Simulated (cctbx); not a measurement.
# A crystallographic session in cctbx: Er3Ge3Pb2

Library: cctbx 2025.11. The data are simulated by the first script.

## 1. Simulate the data

run.py:

```python
from cctbx import adptbx, crystal, miller, sgtbx, xray
from cctbx.array_family import flex
from iotbx.shelx import hklf
from scitbx import matrix
import scitbx.random

cs = crystal.symmetry(unit_cell=(7.194, 7.194, 8.582, 90, 90, 120), space_group_symbol='Hall: P -6c -2c')  # P-62c
atoms = [  # label, site, U (iso, or U11 U22 U33 U12 U13 U23 in A^2), occupancy
    ("Pb1", (2/3, 1/3, 0.25), (0.0235, 0.0235, 0.0140, 0.0117, -0.0000, 0.0000), 1),
    ("Pb2", (0, 0, 0.25), (0.0275, 0.0275, 0.0286, 0.0137, -0.0000, 0.0000), 1),
    ("Er1", (0.3354, 0, 0), (0.0260, 0.0218, 0.0226, 0.0109, 0.0027, 0.0055), 1),
    ("Ge1", (0.6075, 0.9393, 0.25), (0.0253, 0.0162, 0.0281, 0.0032, 0.0000, 0.0000), 1),
]
xs = xray.structure(crystal_symmetry=cs)
for label, site, u, occ in atoms:
    u = adptbx.u_cif_as_u_star(cs.unit_cell(), u) if isinstance(u, tuple) else u
    xs.add_scatterer(xray.scatterer(label, site=site, u=u, occupancy=occ))
xs.set_inelastic_form_factors(0.6889, "sasaki")
xs.show_summary()
p1 = xs.expand_to_p1()
ms = miller.build_set(p1, anomalous_flag=True, d_min=0.6)
flex.set_random_seed(397274)
scitbx.random.set_random_seed(397274)
ms = ms.select(flex.random_double(ms.size()) < 0.8)
i = ms.structure_factors_from_scatterers(p1, algorithm="direct").f_calc().as_intensity_array().data()
i = i * 5000 / flex.max(i)
sig = flex.sqrt(i + flex.pow2(0.06 * i) + 2 ** 2)
noise = scitbx.random.variate(scitbx.random.normal_distribution())(i.size())
data = ms.array(data=i + sig * noise, sigmas=sig).set_observation_type_xray_intensity()
with open("data.hkl", "w") as f:
    data.export_as_shelx_hklf(f)
print("reflections written:", data.size(), " <I/sigma> = %.1f" % flex.mean(data.data() / data.sigmas()))
for h, a, b in list(data.sort("data"))[:12]:
    print("%4d%4d%4d %9.1f %7.1f" % (h + (a, b)))
```

```console
$ python run.py
```

```text
Number of scatterers: 4
At special positions: 4
Unit cell: (7.194, 7.194, 8.582, 90, 90, 120)
Space group: P -6 2 c (No. 190)
reflections written: 6019  <I/sigma> = 3.2
   0   0   4    4925.3   308.2
   0  -3   0    4245.4   250.3
   3  -3   0    4064.1   250.3
  -3   3   0    4049.8   250.3
  -1   2   2    3697.3   212.9
   1   1   2    3584.6   193.0
   2  -1   2    3569.4   212.9
   0   3   0    3478.7   250.3
   3   0   0    3428.0   250.3
  -1  -1   2    3418.3   212.9
  -1  -1  -2    3364.5   212.9
   2  -1  -2    3318.8   212.9
```

Run time: 0.25 s on 1 thread of Arm Neoverse V2 (shared host), peak memory 0.07 GiB.

## 2. Symmetry

run.py:

```python
from cctbx import crystal, sgtbx, statistics
from cctbx.array_family import flex
from iotbx.shelx import hklf

p1 = crystal.symmetry(unit_cell=(7.194, 7.194, 8.582, 90, 90, 120), space_group_symbol="P 1")
raw = hklf.reader(file_name="data.hkl").as_miller_arrays(crystal_symmetry=p1, anomalous=True)[0]
print(raw.size(), "reflections to d = %.3f A" % raw.d_min())
isig = raw.data() / raw.sigmas()
print("centring   violations  <I/sigma> of those")
best = "P"
for c in "ABCIRF":
    a = raw.customized_copy(space_group_info=sgtbx.space_group_info("Hall: %s 1" % c)).sys_absent_flags().data()
    m = flex.mean(isig.select(a))
    print("%5s %10d of %5d %8.1f" % (c, (isig.select(a) > 4).count(True), a.count(True), m))
    if (isig.select(a) > 4).count(True) < 0.01 * a.count(True):
        best = c
raw = raw.select(~raw.customized_copy(space_group_info=sgtbx.space_group_info("Hall: %s 1" % best)).sys_absent_flags().data())
isig = raw.data() / raw.sigmas()
rows = []
for s in sgtbx.space_group_symbol_iterator():
    g = sgtbx.space_group(s)
    if g.conventional_centring_type_symbol() != best or not g.is_compatible_unit_cell(p1.unit_cell(), 1e-3, 0.02):
        continue
    rows.append((s, g))
print("Laue class    unique    Rint  (classes that these axes allow; Friedel mates merged)")
rint = {}
for s, g in rows:
    laue = g.build_derived_patterson_group()
    key = laue.type().hall_symbol()
    if key not in rint:
        m = raw.customized_copy(space_group_info=laue.info(), anomalous_flag=False).merge_equivalents()
        rint[key] = m.r_int()
        print("%-14s %6d %7.3f" % (laue.type().lookup_symbol(), m.array().size(), m.r_int()))
floor = min(rint.values())
good = [(s, g) for s, g in rows if rint[g.build_derived_patterson_group().type().hall_symbol()] < 2 * floor + 0.03]
top = max(g.build_derived_patterson_group().order_z() for s, g in good)
print("space group    extra absences  I>4sigma  <I/sigma>")
for s, g in good:
    laue = g.build_derived_patterson_group()
    if laue.order_z() != top:
        continue
    a = raw.customized_copy(space_group_info=g.info()).sys_absent_flags().data()
    a &= ~raw.customized_copy(space_group_info=laue.info()).sys_absent_flags().data()
    bad = (isig.select(a) > 4).count(True)
    if bad <= 0.03 * a.count(True):
        print("%-16s %8d %10d %9s  %s" % (s.universal_hermann_mauguin(), a.count(True), bad, "%.1f" % flex.mean(isig.select(a)) if a.count(True) else "-", "centric" if g.is_centric() else "acentric"))
laue = max(good, key=lambda t: t[1].build_derived_patterson_group().order_z())[1].build_derived_patterson_group()
f = raw.customized_copy(space_group_info=laue.info(), anomalous_flag=False).merge_equivalents().array().eliminate_sys_absent().f_sq_as_f()
f.set_observation_type_xray_amplitude()
bins = max(3, min(8, f.size() // 12))
f.setup_binner(n_bins=bins)
w = statistics.wilson_plot(f, {e: n / laue.order_z() for e, n in {'Pb': 4.0, 'Er': 6.0, 'Ge': 6.0}.items()}, e_statistics=True)
print("Wilson B = %.2f A^2   <|E^2-1|> = %.3f (0.968 centric, 0.736 acentric)   E^2>4: %.1f %%" % (w.wilson_b, w.mean_e_sq_minus_1, w.percent_e_sq_gt_2))
print("shell (A)         n   <I/sigma>")
m = raw.customized_copy(space_group_info=laue.info(), anomalous_flag=False).merge_equivalents().array().eliminate_sys_absent()
for b in m.setup_binner(n_bins=bins).range_used():
    sel = m.binner().selection(b)
    print("%5.2f - %4.2f %6d %8.1f" % (min(m.binner().bin_d_range(b)[0] if m.binner().bin_d_range(b)[0] > 0 else 99, 99), m.binner().bin_d_range(b)[1], sel.count(True), flex.mean((m.data() / m.sigmas()).select(sel))))
```

```console
$ python run.py
```

```text
6019 reflections to d = 0.600 A
centring   violations  <I/sigma> of those
    A        958 of  2993      3.2
    B        931 of  2997      3.2
    C        941 of  3020      3.2
    I        952 of  2987      3.2
    R       1284 of  4023      3.3
    F       1415 of  4505      3.2
Laue class    unique    Rint  (classes that these axes allow; Friedel mates merged)
P -1             3593   0.084
P 1 1 2/m        1950   0.091
P -3             1249   0.097
P -3 1 m          695   0.101
P -3 m 1          745   0.101
P 6/m             663   0.101
P 6/m m m         427   0.103
space group    extra absences  I>4sigma  <I/sigma>
P 6 2 2                 0          0         -  acentric
P 63 2 2               14          0       0.6  acentric
P 6 m m                 0          0         -  acentric
P 63 m c              293          0       0.1  acentric
P -6 m 2                0          0         -  acentric
P -6 2 m                0          0         -  acentric
P -6 2 c              293          0       0.1  acentric
P 6/m m m               0          0         -  centric
P 63/m m c            293          0       0.1  centric
Wilson B = 1.85 A^2   <|E^2-1|> = 1.063 (0.968 centric, 0.736 acentric)   E^2>4: 5.7 %
shell (A)         n   <I/sigma>
 8.58 - 1.20     69     15.6
 1.20 - 0.95     57     15.5
 0.95 - 0.83     54     10.6
 0.83 - 0.76     52     11.8
 0.76 - 0.70     48      9.4
 0.70 - 0.66     49      6.1
 0.66 - 0.63     49      7.8
 0.63 - 0.60     49      4.3
```

Time: 0.29 s.

## 3. Charge flipping

run.py:

```python
import itertools
from cctbx import crystal, maptbx
from cctbx.array_family import flex
from iotbx.shelx import hklf
from smtbx.ab_initio import charge_flipping as cf

cs = crystal.symmetry(unit_cell=(7.194, 7.194, 8.582, 90, 90, 120), space_group_symbol='Hall: P -6c -2c')  # P-62c
raw = hklf.reader(file_name="data.hkl").as_miller_arrays(crystal_symmetry=cs, anomalous=True)[0]
merged = raw.eliminate_sys_absent().merge_equivalents()
fo2 = merged.array().set_observation_type_xray_intensity()
f = fo2.average_bijvoet_mates().f_sq_as_f().resolution_filter(d_min=0.9)
p1 = f.expand_to_p1()
p1.setup_binner_counting_sorted(reflections_per_bin=max(40, p1.size() // 12))
work = p1.array(data=p1.data() / p1.amplitude_quasi_normalisations().data())
flex.set_random_seed(23870)
it = cf.weak_reflection_improved_iterator(delta=None, weak_reflection_fraction=0.2)
it.start(work, phases=flex.random_double(p1.size()) * 6.2832, f_000=0)
it.delta = 1 * it.rho_map.sigma()
print("cycle      R  skewness")
for n, st in enumerate(itertools.islice(it, 200)):
    if n % 16 == 0:
        print("%5d %6.3f %8.2f" % (n, st.r1_factor(), st.rho_map.skewness()))
rho = p1.phase_transfer(it.f_calc).fft_map().apply_volume_scaling()
polish = cf.low_density_elimination_iterator(constant_rho_c=rho.sigma())
polish.start(f_obs=p1, phases=it.f_calc, f_000=0)
for _ in range(8):
    next(polish)
print("origin shift          correlation  skewness")
maps = []
for fc, shift, cc in itertools.islice(cf.f_calc_symmetrisations(f, polish.f_calc, 0), 4):
    m = f.phase_transfer(fc).fft_map(symmetry_flags=maptbx.use_space_group_symmetry, resolution_factor=0.25).apply_sigma_scaling()
    maps.append((m.skewness(), cc, m))
    print("%6.3f %6.3f %6.3f %10.3f %9.2f" % (tuple(shift) + (cc, m.skewness())))
skew, cc, m = max((t for t in maps if t[1] > maps[0][1] - 0.04), key=lambda t: t[0])
print("taken: symmetry correlation %.3f, skewness %.2f" % (cc, skew))
peaks = m.peak_search(parameters=maptbx.peak_search_parameters(min_distance_sym_equiv=0.9, max_clusters=9)).all()
sps = cs.special_position_settings(min_distance_sym_equiv=0.5)
print("peak      x       y       z  mult  height/sigma")
for k, (x, h) in enumerate(zip(peaks.sites(), peaks.heights())):
    ss = sps.site_symmetry(x)
    print("Q%-3d %7.4f %7.4f %7.4f %4d %8.1f" % ((k + 1,) + tuple(t % 1 for t in ss.exact_site()) + (ss.multiplicity(), h)))
```

```console
$ python run.py
```

```text
cycle      R  skewness
    0  0.599     0.38
   16  0.446     1.65
   32  0.358     4.05
   48  0.348     3.93
   64  0.341     3.93
   80  0.340     4.01
   96  0.320     3.93
  112  0.324     3.94
  128  0.328     3.82
  144  0.325     3.85
  160  0.311     3.80
  176  0.318     3.84
  192  0.316     3.79
origin shift          correlation  skewness
 0.865  0.496  0.139      0.963      4.96
 0.197  0.162  0.139      0.962      4.04
 0.530  0.495  0.139      0.962      4.30
 0.865  0.162  0.139      0.962      4.10
taken: symmetry correlation 0.963, skewness 4.96
peak      x       y       z  mult  height/sigma
Q1    0.3333  0.6667  0.2500    2     16.1
Q2    0.0000  0.6646  0.0000    6     10.0
Q3    0.0000  0.0000  0.2500    2      9.7
Q4    0.3333  0.6667  0.7500    2      7.4
Q5    0.0000  0.2974  0.0000    6      3.0
Q6    0.0182  0.3258  0.7500    6      2.2
Q7    0.1263  0.4760  0.2500    6      1.7
Q8    0.1422  0.7229  0.7500    6      1.6
Q9    0.2460  0.5651  0.0296   12      1.4
```

Time: 0.34 s.

## 4. Refinement (model from the peaks)

run.py:

```python
import math
from cctbx import adptbx, crystal, maptbx, sgtbx, xray
from cctbx.array_family import flex
from cctbx.xray import observations
from iotbx.shelx import hklf
from scitbx.lstbx import normal_eqns_solving
from smtbx import absolute_structure, utils
from smtbx.refinement import constraints, least_squares

cs = crystal.symmetry(unit_cell=(7.194, 7.194, 8.582, 90, 90, 120), space_group_symbol='Hall: P -6c -2c')  # P-62c
atoms = [  # label, site, U (iso, or U11 U22 U33 U12 U13 U23 in A^2), occupancy
    ("Pb1", (0.3333, 0.6667, 0.25), 0.0200, 1),
    ("Er1", (0, 0.6646, 0), 0.0200, 1),
    ("Pb2", (0, 0, 0.25), 0.0200, 1),
    ("Ge1", (0, 0.2974, 0), 0.0200, 1),
]
xs = xray.structure(crystal_symmetry=cs)
for label, site, u, occ in atoms:
    u = adptbx.u_cif_as_u_star(cs.unit_cell(), u) if isinstance(u, tuple) else u
    xs.add_scatterer(xray.scatterer(label, site=site, u=u, occupancy=occ))
xs.set_inelastic_form_factors(0.6889, "sasaki")
raw = hklf.reader(file_name="data.hkl").as_miller_arrays(crystal_symmetry=cs, anomalous=True)[0]
merged = raw.eliminate_sys_absent().merge_equivalents()
fo2 = merged.array().set_observation_type_xray_intensity()
print("Rint %.3f, %d unique reflections to %.2f A" % (merged.r_int(), fo2.size(), fo2.d_min()))
for sc in xs.scatterers():
    sc.flags.set_grad_site(True)
    sc.flags.set_grad_u_aniso(sc.flags.use_u_aniso())
    sc.flags.set_grad_u_iso(sc.flags.use_u_iso())
obs = fo2.as_xray_observations()
extra = {}
rep = constraints.reparametrisation(xs, [], utils.connectivity_table(xs), **extra)
ls = least_squares.crystallographic_ls(obs, rep, weighting_scheme=least_squares.mainstream_shelx_weighting(a=0, b=0))
print("cycle     R1     wR2    GooF  max shift (A)")
for cycle in range(6):
    ls.build_up()
    r1, wr2, goof = ls.r1_factor(cutoff_factor=2)[0], ls.wR2(), ls.goof()
    old = xs.sites_cart()
    normal_eqns_solving.levenberg_marquardt_iterations(ls, n_max_iterations=3, tau=0.0001, step_threshold=1e-7)
    big = flex.max((xs.sites_cart() - old).norms())
    print("%4d %7.4f %7.4f %7.3f %9.5f" % (cycle + 1, r1, wr2, goof, big))
    ls.build_up(objective_only=True)
    if abs(ls.wR2() - wr2) < 5e-5 and big < 5e-4:
        break
ls.build_up()
print("final R1 %.4f wR2 %.4f GooF %.3f  parameters %d  data/parameter %.1f" % (ls.r1_factor(cutoff_factor=2)[0], ls.wR2(), ls.goof(), ls.n_parameters, fo2.size() / ls.n_parameters))
cov = ls.covariance_matrix_and_annotations()
su = dict(zip(cov.annotations, (math.sqrt(max(v, 0)) for v in cov.matrix.matrix_packed_u_diagonal())))
a2 = cs.unit_cell().reciprocal_parameters()[0] ** -2
print("atom        x        y        z      Ueq    occ   su(xyz)  su(Uiso or U11)")
for sc in xs.scatterers():
    s = max(su.get(sc.label + k, 0) for k in (".x", ".y", ".z"))
    npd = "" if sc.is_positive_definite_u(cs.unit_cell()) else "  NPD"
    print("%-5s %8.5f %8.5f %8.5f %8.4f %6.3f %8.5f %7.4f%s" % ((sc.label,) + sc.site + (sc.u_iso_or_equiv(cs.unit_cell()), sc.occupancy, s, su.get(sc.label + ".uiso", su.get(sc.label + ".u11", 0) * a2), npd)))
fo = fo2.f_sq_as_f()
fc = fo.structure_factors_from_scatterers(xs, algorithm="direct").f_calc()
diff = fo.f_obs_minus_f_calc(1 / math.sqrt(ls.scale_factor()), fc).average_bijvoet_mates()
m = diff.fft_map(symmetry_flags=maptbx.use_space_group_symmetry, resolution_factor=0.25).apply_volume_scaling()
print("difference map: max %.2f min %.2f rms %.2f" % (m.statistics().max(), m.statistics().min(), m.statistics().sigma()))
peaks = m.peak_search(parameters=maptbx.peak_search_parameters(min_distance_sym_equiv=0.6, max_clusters=5)).all()
near = xs.closest_distances(peaks.sites(), distance_cutoff=4)
sps = cs.special_position_settings(min_distance_sym_equiv=0.5)
for k, (x, h) in enumerate(zip(peaks.sites(), peaks.heights())):
    ss = sps.site_symmetry(x)
    print("Q%-3d %7.4f %7.4f %7.4f %4d %7.2f  %.2f A from %s" % ((k + 1,) + tuple(t % 1 for t in ss.exact_site()) + (ss.multiplicity(), h, near.smallest_distances[k], xs.scatterers()[near.i_seqs[k]].label)))
```

```console
$ python run.py
```

```text
Rint 0.085, 659 unique reflections to 0.60 A
cycle     R1     wR2    GooF  max shift (A)
   1  0.4234  0.7951  11.165   0.34605
   2  0.2747  0.6024   8.459   0.18922
   3  0.2749  0.5947   8.350   0.00941
   4  0.2748  0.5942   8.344   0.00885
   5  0.2747  0.5941   8.342   0.00533
   6  0.2746  0.5941   8.342   0.00262
final R1 0.2746 wR2 0.5941 GooF 8.342  parameters 6  data/parameter 109.8
atom        x        y        z      Ueq    occ   su(xyz)  su(Uiso or U11)
Pb1    0.33333  0.66667  0.25000   0.0161  1.000  0.00000  0.0015
Er1    0.00000  0.66400  0.00000   0.0135  1.000  0.00109  0.0011
Pb2    0.00000  0.00000  0.25000   0.0185  1.000  0.00000  0.0019
Ge1    0.00000  0.22514  0.00000   0.2270  1.000  0.01636  0.0495
difference map: max 145.83 min -40.59 rms 7.37
Q1    0.3333  0.6667  0.2500    2  145.85  0.00 A from Pb1
Q2    0.0601  0.3916  0.7500    6   94.92  2.39 A from Ge1
Q3    0.0000  0.0000  0.2500    2   80.46  0.00 A from Pb2
Q4    0.0600  0.6674  0.7500    6   64.82  2.19 A from Er1
Q5    0.0000  0.6716  0.0000    6   61.20  0.05 A from Er1
```

Time: 0.57 s.

Figures of merit this high mean that the model is still wrong or incomplete.

## 5. Charge flipping

run.py, as its changes from the last script of this kind:

```diff
@@ -13,3 +13,2 @@
-p1.setup_binner_counting_sorted(reflections_per_bin=max(40, p1.size() // 12))
-work = p1.array(data=p1.data() / p1.amplitude_quasi_normalisations().data())
-flex.set_random_seed(23870)
+work = p1
+flex.set_random_seed(23871)
@@ -20,2 +19,2 @@
-for n, st in enumerate(itertools.islice(it, 200)):
-    if n % 16 == 0:
+for n, st in enumerate(itertools.islice(it, 400)):
+    if n % 33 == 0:
```

```console
$ python run.py
```

```text
cycle      R  skewness
    0  0.591     0.39
   33  0.323     3.92
   66  0.295     3.95
   99  0.301     3.91
  132  0.285     3.96
  165  0.292     4.02
  198  0.278     3.92
  231  0.274     3.83
  264  0.286     3.97
  297  0.270     3.96
  330  0.273     4.04
  363  0.280     3.95
  396  0.287     3.97
origin shift          correlation  skewness
 0.586  0.159  0.036      0.891      1.61
 0.253  0.492  0.036      0.891      1.59
 0.920  0.825  0.036      0.891      1.56
 0.362  0.517  0.031      0.903      0.55
taken: symmetry correlation 0.891, skewness 1.61
peak      x       y       z  mult  height/sigma
Q1    0.0000  0.3385  0.0000    6      7.3
Q2    0.0150  0.6752  0.2500    6      7.0
Q3    0.3333  0.6667  0.7500    2      3.9
Q4    0.0664  0.6623  0.6479   12      3.2
Q5    0.1500  0.4763  0.6593   12      3.0
Q6    0.2226  0.6666  0.6022   12      2.4
Q7    0.0000  0.0000  0.0000    2      2.4
Q8    0.0000  0.0000  0.2500    2      2.3
Q9    0.3333  0.6667  0.9998    4      2.3
```

Time: 0.37 s.

## 6. Refinement (model from the peaks)

run.py, as its changes from the last script of this kind:

```diff
@@ -12,4 +12,2 @@
-    ("Pb1", (0.3333, 0.6667, 0.25), 0.0200, 1),
-    ("Er1", (0, 0.6646, 0), 0.0200, 1),
-    ("Pb2", (0, 0, 0.25), 0.0200, 1),
-    ("Ge1", (0, 0.2974, 0), 0.0200, 1),
+    ("Ge1", (0, 0.3385, 0), 0.0200, 1),
+    ("Er1", (0.015, 0.6752, 0.25), 0.0200, 1),
@@ -60 +58 @@
-peaks = m.peak_search(parameters=maptbx.peak_search_parameters(min_distance_sym_equiv=0.6, max_clusters=5)).all()
+peaks = m.peak_search(parameters=maptbx.peak_search_parameters(min_distance_sym_equiv=0.6, max_clusters=7)).all()
```

```console
$ python run.py
```

```text
Rint 0.085, 659 unique reflections to 0.60 A
cycle     R1     wR2    GooF  max shift (A)
   1  0.5154  0.8440  11.843   0.01162
   2  0.4163  0.7408  10.394   0.04270
   3  0.3784  0.7305  10.249   0.02612
   4  0.3662  0.7265  10.193   0.00583
   5  0.3654  0.7259  10.186   0.00031
final R1 0.3653 wR2 0.7259 GooF 10.185  parameters 5  data/parameter 131.8
atom        x        y        z      Ueq    occ   su(xyz)  su(Uiso or U11)
Ge1    0.00000  0.33212  0.00000   0.0001  1.000  0.00155  0.0014
Er1    0.02120  0.68854  0.25000   0.0240  1.000  0.00121  0.0021
difference map: max 107.78 min -64.89 rms 8.15
Q1    0.0253  0.6740  0.2500    6  109.55  0.12 A from Er1
Q2    0.0000  0.3321  0.0000    6  102.98  0.00 A from Ge1
Q3    0.3333  0.6667  0.7500    2   51.90  2.55 A from Er1
Q4    0.2421  0.6456  0.2500    6   38.40  1.76 A from Er1
Q5    0.0473  0.3872  0.7500    6   33.94  2.18 A from Ge1
Q6    0.0253  0.9344  0.7500    6   32.97  1.78 A from Er1
Q7    0.3333  0.6667  0.0164    4   32.07  2.41 A from Ge1
```

Run time: 0.55 s on 1 thread of Arm Neoverse V2, on a shared host, peak memory 0.09 GiB.

Figures of merit this high mean that the model is still wrong or incomplete.

[Logs are printed without paths, hosts, clocks, repeated set-up lines and the standing remarks that a program may print on its own settings, such as how far it seeks lower states.]
